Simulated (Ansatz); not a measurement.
# Ta2N(OH)2 MXene monolayer in a perpendicular field, part 2 of 2

What dipole does a perpendicular field induce in the Ta2N(OH)2 MXene monolayer? A positive field points along +c.

Ansatz 0.2.0; plane-wave DFT, PBE-D3(BJ), Ansatz PAW (set soft_1); PAW set soft_1.

So far. Step 2 (Relaxation): The lattice constant a goes from 3.155 to 3.242 Å.

**3. Atoms held, field 0**

A sawtooth potential applies the field, turning back in the middle of the vacuum. With the dipole correction the typed value is the field outside the slab. The induced dipole is small, so the SCF threshold is tight.

The cell differs from the one that the last finished run ended in (c 44.782 → 24.638 Å).

File input.yaml:

```yaml
crystal:
  lattice:
    - [3.2419702079, 0.0, 0.0]
    - [-1.620985104, 2.8076285584, 0.0]
    - [0.0, 0.0, 24.6379577979]
  atoms:
    - { symbol: H, position: [0.3333333333, 0.6666666667, 0.3652900161] }
    - { symbol: O, position: [0.3333333333, 0.6666666667, 0.4051963646] }
    - { symbol: Ta, position: [0.6666666667, 0.3333333333, 0.457681758] }
    - { symbol: "N", position: [0.0, 0.0, 0.5] }
    - { symbol: Ta, position: [0.3333333333, 0.6666666667, 0.542318242] }
    - { symbol: O, position: [0.6666666667, 0.3333333333, 0.5948036354] }
    - { symbol: H, position: [0.6666666667, 0.3333333333, 0.6347099839] }
kpoints:
  mp_grid: { grid: [18, 18, 1] }
  band_path:
    path: [[0, 0, 0], [0.5, 0, 0], [0.33333333, 0.33333333, 0], [0, 0, 0]]
    npoints: 16
hamiltonian:
  xc: pbe
  dispersion: d3bj
  pseudopotentials: { kind: paw, azcp: { folder: soft_1 } }
scf:
  occupations: { method: fermi_dirac, width: 0.02585 }
  convergence: { dr2_threshold: 1.0e-10 }
efield:
  axis: 3
  dipole_correction: true
  ramp_position: 0.97
  ramp_width: 0.06
  amplitude: 0
output:
  dos: { projected: true, e_range: [-6, 5] }
  write_potential: true
  write_density: true
  volumetric_format: npy
  elf: true
```

The run is started by

```bash
$ ansatz run input.yaml --threads 2 --pin off --max-ram 3072MiB --backend cpu --events-out ev --progress --plain --runs-dir out
```

What it wrote:

```text
[...]
Crystal: 7 atoms, lattice volume = 224.261 Å³
Basis set: ecut = 420 eV, 4463 PW (Γ)
Bands: 30, of which v1, the nominal top of the filled ones, is band 23 counted from 1 (22 counted from 0)
Symmetry: 6 space group operations
k-points: 37 of 324 (time reversal used)
[...]
SCF iter   1: F=—  HF=-21425.864865 eV  |F-HF|=—  |Δ(HF+E_count)|=         —  Δρ=8.22e-2  dr2=2.26e1  ethr=3.10e-3  p=0.000 e·Å  D=5.10e-14 V/Å  ΔV_dip=-0.00 eV  dr2_dipole=5.78e-8  V_vac-E_F(+/−)=5.77/5.77 eV  ⟨swp⟩=9.5  Hψ=5848  notcnv=0
efield: sawtooth ramp at fractional position 0.9700 (set: `efield.ramp_position`, or a place that a band, a saddle search or an elastic batch's reference lends), width 0.0600; the density the first Hamiltonian is built on has a dipole p = 0.000 e·Å; the dipole correction subtracts the counter field D = 5.10e-14 V/Å, which shifts the + side's vacuum level by -0.00 eV against the − side's; the planar-averaged density in the ramp window peaks in size at 7.7e-7 e/Å³
[...]
SCF iter   2: F=—  HF=-21445.612171 eV  |F-HF|=—  |Δ(HF+E_count)|=    1.97e1  Δρ=1.39e-1  dr2=6.24e2  ethr=3.10e-3  p=-0.000 e·Å  D=-3.04e-4 V/Å  ΔV_dip=0.01 eV  dr2_dipole=7.67e-4  V_vac-E_F(+/−)=-2.42/-2.43 eV  ⟨swp⟩=12.0  Hψ=7224  notcnv=0  defer=78  recentre
[...]
SCF iter  18: F=-21420.221612 eV  HF=-21420.221612 eV  |F-HF|=1.46e-11  |Δ(HF+E_count)|=  1.96e-10  Δρ=5.31e-8  dr2=1.13e-11  ethr=1.00e-12  p=0.000 e·Å  D=3.08e-7 V/Å  ΔV_dip=-0.00 eV  dr2_dipole=2.33e-13  V_vac-E_F(+/−)=2.78/2.78 eV  ⟨swp⟩=16.4  Hψ=5177  notcnv=0
SCF 1 converged in 18 iterations: F = -21420.221612 eV  dr2 = 1.13e-11
[...]
NSCF: frozen V_eff on 49 k-points
efield: sawtooth ramp at fractional position 0.9700 (kept from the solve that this one continues, or follows in the run), width 0.0600; the density the first Hamiltonian is built on has a dipole p = 0.000 e·Å; the dipole correction subtracts the counter field D = 3.08e-7 V/Å, which shifts the + side's vacuum level by -0.00 eV against the − side's; the planar-averaged density in the ramp window peaks in size at 5.8e-7 e/Å³
[...]
SCF converged after 18 iterations
Free energy (F): -21420.221612 eV
[...]
Internal energy: -21420.213832 eV  (E = F + TS)
E sigma→0 (E₀):  -21420.217722 eV
Entropy (-TS):   -0.007780 eV (-1.111 meV/atom)
Fermi energy:    2.648801 eV
Dipole field:    D = -0.000000 V/Å  (p = -0.000000 e·Å, saw-weighted, corrected)
Work function:   Φ+ = 2.7849 eV   Φ− = 2.7849 eV
Levels:          The Fermi level and band energies are counted from a zero that moves with the ramp; work functions are not
[...]
--- Band table (eV; the first three rows and the last of 37) ---
  k-point 0: bands = [... 19 lower, -2.8181, 0.3764, 0.3764, 1.7772, 2.2616, 2.3747, 2.7534, 4.3837, ... 3 higher]
  k-point 1: bands = [... 19 lower, -2.8702, 0.2871, 0.4574, 1.8683, 2.3627, 2.3780, 2.8191, 4.2899, ... 3 higher]
  k-point 2: bands = [... 19 lower, -3.0023, 0.0609, 0.6838, 2.0309, 2.4484, 2.5170, 3.0895, 4.1441, ... 3 higher]
  k-point 36: bands = [... 19 lower, -3.9381, 1.0591, 1.0591, 1.6111, 4.5452, 4.5452, 5.1416, 6.1958, ... 3 higher]
```

Elapsed: 36 s, on 2 threads of Arm Neoverse V1, shared host; peak memory 0.59 GiB.

Numbers from this step:

```
energy at zero smearing   : -21420.2177 eV
work function, upper face : 2.785 eV
dipole along the normal   : -3.78e-7 e·Å
```

Running mean over a fixed 2.6 Å (it still follows the layers) of the planar mean; the ramp of the sawtooth is left out. The electron's electrostatic potential energy less the Fermi level by z:

z (Å), electron's electrostatic potential energy less the Fermi level (eV) and a bar from the least value:
```
      3.5        2.8 ##############################
      4.0        2.8 ##############################
      4.5        2.8 ##############################
      5.0        2.8 ##############################
      5.5        2.7 ##############################
      6.0        2.7 ##############################
      6.5        2.6 ##############################
      7.0        2.3 #############################
      7.5        1.9 ############################
      8.0        1.1 ###########################
      8.5        0.0 #########################
      9.0       -1.8 ######################
      9.5       -4.0 ###################
     10.0       -7.3 #############
     10.5      -10.2 ########
     11.0      -12.2 #####
     11.5      -13.5 ###
     12.0      -14.8 
     12.5      -15.1 
     13.0      -13.8 ##
     13.5      -12.6 ####
     14.0      -10.9 #######
     14.5       -8.2 ############
     15.0       -4.9 #################
     15.5       -2.3 #####################
     16.0       -0.4 #########################
     16.5        0.9 ###########################
     17.0        1.7 ############################
     17.5        2.2 #############################
     18.0        2.5 ##############################
     18.5        2.7 ##############################
     19.0        2.7 ##############################
     19.5        2.8 ##############################
     20.0        2.8 ##############################
     20.5        2.8 ##############################
     21.0        2.8 ##############################
     21.5        2.8 ##############################
```

The density of states has structure finer than the step of the table below, so its rows give means over 0.25 eV. Peaks (eV: height): -3.020: 2.25, -1.890: 2.45, -1.810: 2.55, -0.270: 4.19, 0.590: 4.92, 1.470: 8.19.

The density of states by energy, zero at the Fermi level; means over each step:

energy (eV), density of states (states/eV a cell) and a bar:
```
    -5.75       0.75 #######
    -5.50       0.33 ###
    -5.25       0.00 
    -5.00       0.00 
    -4.75       0.00 
    -4.50       0.00 
    -4.25       0.28 ###
    -4.00       0.82 #######
    -3.75       0.91 ########
    -3.50       1.01 #########
    -3.25       1.20 ###########
    -3.00       1.62 ###############
    -2.75       1.03 #########
    -2.50       0.65 ######
    -2.25       0.47 ####
    -2.00       0.70 ######
    -1.75       1.57 ##############
    -1.50       1.25 ###########
    -1.25       1.06 ##########
    -1.00       0.82 #######
    -0.75       1.17 ###########
    -0.50       1.94 #################
    -0.25       2.36 #####################
     0.00       2.41 ######################
     0.25       2.66 ########################
     0.50       3.33 ##############################
     0.75       2.57 #######################
     1.00       1.62 ###############
     1.25       2.16 ###################
```

Projected DOS per atom over height of the atomic layer and energy from the Fermi level. Layers: H O Ta N Ta O H from below.

Ten even steps from '0' (0.00 states/eV) to '9' (1.12 states/eV), each cell a mean:
```
1191911
1030301
1192911
1171711
1160611
0060600
0040400
0030300
0040400
0050500
0020200
0020200
0040400
0050500
0030300
0030300
0020200
0000000
0000000
0000000
0100010
0201020
```
Columns: height of the atomic layer (Å) from 9 to 15.6 (not evenly spaced); rows upwards: energy from the Fermi level (eV) from -5.96 to 1.42.

The electronic bands at the labelled points (eV, zero at the Fermi level):

| point | band 20 | band 21 | band 22 | band 23 | band 24 | band 25 | band 26 | band 27 |
| --- | --- | --- | --- | --- | --- | --- | --- | --- |
| Γ | -5.47 | -2.27 | -2.27 | -0.87 | -0.39 | -0.27 | 0.10 | 1.73 |
| halfway | -5.99 | -3.41 | -0.98 | -0.57 | 0.38 | 0.79 | 1.41 | 1.55 |
| M | -6.00 | -4.25 | 0.61 | 0.66 | 1.42 | 1.63 | 2.43 | 2.69 |
| halfway | -6.35 | -3.30 | -0.24 | -0.19 | 1.68 | 2.17 | 2.23 | 2.93 |
| K | -6.59 | -1.59 | -1.59 | -1.04 | 1.90 | 1.90 | 2.49 | 3.55 |
| halfway | -6.28 | -2.95 | -1.90 | 0.42 | 0.83 | 0.84 | 1.49 | 1.58 |
| Γ | -5.47 | -2.27 | -2.27 | -0.87 | -0.39 | -0.27 | 0.10 | 1.73 |

Electrostatic potential energy in the ca plane at fractional y = 0.333, with atoms of Ta and O and H within 0.2 Å of it. With pseudopotentials it is smooth inside the atoms' cores, unlike the true potential.

Ten even steps from '0' (-42 eV) to '9' (5 eV), each cell a mean:
```
99999999975325788888878999999999999999999999
99999999861000588887213568999999999999999999
99999999850000489995000127999999999999999999
99999999862001588887324668999999999999999999
99999999986335788778888999999999999999999999
99999999998778887667899999999999999999999999
99999999999888876557899999999999999999999999
99999999988778887667899999999999999999999999
```
Columns run along c (16.0 Å, from fractional 0.29 to 0.94 of the cell; values clipped at the 3rd and 97th percentile), rows up along a (3.2 Å). Atoms in or near the plane, at fractional coordinates: Ta at (0.46, 0.67), O at (0.59, 0.67), H at (0.63, 0.67).

ELF in the ca plane at fractional y = 0.333, with atoms of Ta and O and H within 0.2 Å of it. It is the smooth field of the valence electrons, not physical close to the nuclei.

Ten even steps from '0' (0.00) to '9' (0.97), each cell a mean:
```
00000123332000001113553232113776432111233210
00000123332100000137666333116877886211233210
00000123332100000157327433126647998311233210
00000123332100000136666333116877886211233210
00000123332000012212442232112675431011232210
00000123322000124531113432221121000012332210
00000123321001135642124532332000000012333110
00000123322000124531113432221122100012332210
```
Columns run along c (16.0 Å, from fractional 0.15 to 0.80 of the cell), rows up along a (3.2 Å). Atoms in or near the plane, at fractional coordinates: Ta at (0.46, 0.67), O at (0.59, 0.67), H at (0.63, 0.67).

Valence density in the ca plane at fractional y = 0.333, with atoms of Ta and O and H within 0.2 Å of it. It is the smooth field of the valence electrons, not physical close to the nuclei.

Ten steps, logarithmic in the rise over the least value, from '0' (0.0 e/Å³) to '9' (7.5 e/Å³), each cell a mean:
```
00000000000000000011234666433333455321000000
00000000000000000001237888643234788652100000
00000000000000000001247888743235899763100000
00000000000000000001236888643234787642100000
00000000000000000011234665443333454321000000
00000000000000000112333333444443322100000000
00000000000000000123333233444554211000000000
00000000000000000012333334444443322100000000
```
Columns run along c (16.0 Å, from fractional 0.11 to 0.76 of the cell), rows up along a (3.2 Å). Atoms in or near the plane, at fractional coordinates: Ta at (0.46, 0.67), O at (0.59, 0.67), H at (0.63, 0.67).

The work function of the upper face is 2.78 eV.

**4. Atoms held, field 0.1 V/Å**

input.yaml, as its differences from that of step 3:

```diff
@@ -28,7 +28,6 @@
   dipole_correction: true
-  ramp_position: 0.97
-  ramp_width: 0.06
-  amplitude: 0
+  ramp_position: 0.9192
+  ramp_width: 0.1615
+  amplitude: 0.1
 output:
-  dos: { projected: true, e_range: [-6, 5] }
   write_potential: true
@@ -36,2 +35 @@
   volumetric_format: npy
-  elf: true
```

What it wrote:

```text
[...]
Crystal: 7 atoms, lattice volume = 224.261 Å³
Basis set: ecut = 420 eV, 4463 PW (Γ)
Bands: 30, of which v1, the nominal top of the filled ones, is band 23 counted from 1 (22 counted from 0)
Symmetry: 6 space group operations
k-points: 37 of 324 (time reversal used)
[...]
k-point 0: bands = [... 19 lower, -2.8207, 0.3742, 0.3742, 1.7748, 2.2583, 2.3727, 2.7510, 4.3617, ... 3 higher]
  k-point 1: bands = [... 19 lower, -2.8728, 0.2850, 0.4552, 1.8658, 2.3543, 2.3813, 2.8168, 4.2827, ... 3 higher]
  k-point 2: bands = [... 19 lower, -3.0048, 0.0587, 0.6816, 2.0286, 2.4436, 2.5167, 3.0872, 4.1405, ... 3 higher]
  k-point 36: bands = [... 19 lower, -3.9334, 1.0563, 1.0575, 1.6088, 4.5426, 4.5432, 5.1393, 6.1902, ... 3 higher]
[key lines of the parts left out:]
SCF converged after 19 iterations
Free energy (F): -21420.224504 eV
Fermi energy:    2.646740 eV
Dipole field:    D = 0.046691 V/Å  (p = 0.057866 e·Å, saw-weighted, corrected)
```

The job ended after 35 s (2 threads; peak memory 0.56 GiB; 70 s of CPU time).

The dipole is 0.0579 e·Å.

**5. Atoms held, field -0.1 V/Å**

input.yaml, as its differences from that of step 4:

```diff
@@ -30,3 +30,3 @@
   ramp_width: 0.1615
-  amplitude: 0.1
+  amplitude: -0.1
 output:
```

What it wrote:

```text
[...]
Crystal: 7 atoms, lattice volume = 224.261 Å³
Basis set: ecut = 420 eV, 4463 PW (Γ)
Bands: 30, of which v1, the nominal top of the filled ones, is band 23 counted from 1 (22 counted from 0)
Symmetry: 6 space group operations
k-points: 37 of 324 (time reversal used)
[...]
k-point 0: bands = [... 19 lower, -2.8208, 0.3741, 0.3741, 1.7746, 2.2581, 2.3726, 2.7509, 4.3616, ... 3 higher]
  k-point 1: bands = [... 19 lower, -2.8729, 0.2848, 0.4551, 1.8657, 2.3541, 2.3811, 2.8167, 4.2826, ... 3 higher]
  k-point 2: bands = [... 19 lower, -3.0050, 0.0586, 0.6815, 2.0285, 2.4435, 2.5166, 3.0870, 4.1404, ... 3 higher]
  k-point 36: bands = [... 19 lower, -3.9335, 1.0562, 1.0574, 1.6087, 4.5425, 4.5431, 5.1392, 6.1901, ... 3 higher]
[key lines of the parts left out:]
SCF converged after 19 iterations
Free energy (F): -21420.224504 eV
Fermi energy:    2.646607 eV
Dipole field:    D = -0.046685 V/Å  (p = -0.057859 e·Å, saw-weighted, corrected)
```

Run time: 35 s. Hardware: 2 threads; peak memory 0.56 GiB.

The dipole is -0.0579 e·Å.

**6. Response, atoms held**

This step: plane-wave DFT, PBE-D3(BJ), Ansatz PAW (set soft_1); response to a field along the normal, atoms held; PAW set soft_1 (Ansatz 0.2.0).

The dipoles give the slope, and the difference of two potentials shows where the field is screened.

This step gave:

* equivalent conductor thickness p/(ε₀AE): 11.50 Å
* distance between the outer atoms: 6.638 Å

Table of dipole of the cell by applied field:

| applied field (V/Å) | dipole of the cell (e·Å) |
| --- | --- |
| -0.1000 | -0.0579 |
| 0.0000 | -3.8e-7 |
| 0.1000 | 0.0579 |

Local field over the applied field, running mean. From the potentials at -0.1 and 0.1 V/Å; running mean over 2.5 Å. The local field over applied field by z:

z (Å), local field over applied field and a bar from the least value:
```
      4.5      0.960 ##############################
      5.0      0.928 #############################
      5.5      0.872 ###########################
      6.0      0.784 #########################
      6.5      0.657 #####################
      7.0      0.493 #################
      7.5      0.306 ############
      8.0      0.131 #######
      8.5     -0.002 ###
      9.0     -0.083 #
      9.5     -0.111 
     10.0     -0.101 
     10.5     -0.071 #
     11.0     -0.045 ##
     11.5     -0.026 ##
     12.0     -0.016 ###
     12.5     -0.014 ###
     13.0     -0.023 ##
     13.5     -0.039 ##
     14.0     -0.063 #
     14.5     -0.093 
     15.0     -0.111 
     15.5     -0.095 
     16.0     -0.030 ##
     16.5      0.090 ######
     17.0      0.254 ##########
     17.5      0.442 ###############
     18.0      0.615 ####################
     18.5      0.753 ########################
     19.0      0.851 ###########################
     19.5      0.915 ############################
     20.0      0.953 #############################
     20.5      0.975 ##############################
```

The induced electron density oscillates, so the rows of the table below give means over 0.5 Å (shorter at the two ends). Its distinct maxima (Å: e/Å³ per V/Å): 7.67: 0.00263, 9.72: -5.0e-6, 10.68: 1.7e-4, 13.41: 6.0e-4, 14.65: 9.3e-4, 15.33: 6.4e-4. Distinct minima: 9.31: -6.4e-4, 9.99: -9.3e-4, 11.22: -6.0e-4, 13.96: -1.7e-4, 14.92: 4.5e-6, 16.97: -0.00263.

Electrons, planar mean, per unit field. Table of induced electron density by z; means over each step:

z (Å), induced electron density (e/Å³ per V/Å) and a bar from the least value:
```
      4.5    0.00020 ################
      5.0    0.00036 #################
      5.5    0.00062 ###################
      6.0    0.00106 #####################
      6.5    0.00163 #########################
      7.0    0.00223 ############################
      7.5    0.00258 ##############################
      8.0    0.00245 #############################
      8.5    0.00152 ########################
      9.0   -0.00017 ##############
      9.5   -0.00032 #############
     10.0   -0.00064 ###########
     10.5    0.00000 ###############
     11.0   -0.00026 ##############
     11.5   -0.00038 #############
     12.0   -0.00006 ###############
     12.5    0.00002 ###############
     13.0    0.00028 #################
     13.5    0.00042 #################
     14.0   -0.00008 ###############
     14.5    0.00063 ###################
     15.0    0.00025 #################
     15.5    0.00044 ##################
     16.0   -0.00107 #########
     16.5   -0.00229 ##
     17.0   -0.00260 
     17.5   -0.00236 #
     18.0   -0.00181 #####
     18.5   -0.00120 ########
     19.0   -0.00072 ###########
     19.5   -0.00042 #############
     20.0   -0.00024 ##############
     20.5   -0.00015 ##############
```

By hand: between -0.1 and 0.1 V/Å the dipole changes by 0.1157 e·Å, a slope of 0.5786 e·Å²/V. A perfect conductor of thickness t has p = ε₀AEt, so t = 180.95 × 0.5786 / 9.102 = 11.50 Å (e/ε₀ = 180.95 V·Å, A in Å²).

The induced dipole is that of a conductor 11.50 Å thick.

**7. Outcome**

* gap without field: none
* work function, upper face: 2.78 eV
* equivalent conductor thickness, atoms held: 11.5 Å

What this shows: The induced dipole equals that of a perfect conductor 11.50 Å thick, while the outer atoms lie 6.64 Å apart. There is no gap over 0.03 eV, with or without the field. The first relaxation ran with spin and lost its moment, and the later runs have none; other magnetic states were not tried. Spin-orbit coupling is left out, which matters for the bands of elements this heavy. The MXene's terminations sit over the metal atoms of its far layer; the site over carbon or nitrogen, which some compounds prefer, was not run.

[Long decimals in the printed logs are rounded to 6 places.]

[Logs are printed without paths, hosts, clocks, repeated set-up lines and the standing remarks that a program may print on its own settings, such as how far it seeks lower states.]

[Hosts, paths, dates, database ids (printed as entryN), source tags and the programs' standing remarks are cut or masked in the printed files.]

[Maps of the electrostatic potential energy from Ansatz leave out the sawtooth potential of an applied field or a dipole correction, so their vacuum need not be flat; planar profiles and work functions include it.]

[The density of states shown here was stored with 400 of the rows of the run's finer table, so its peaks can read low, often by over a quarter, or be missed, and its means over a window can be off by a tenth or more.]
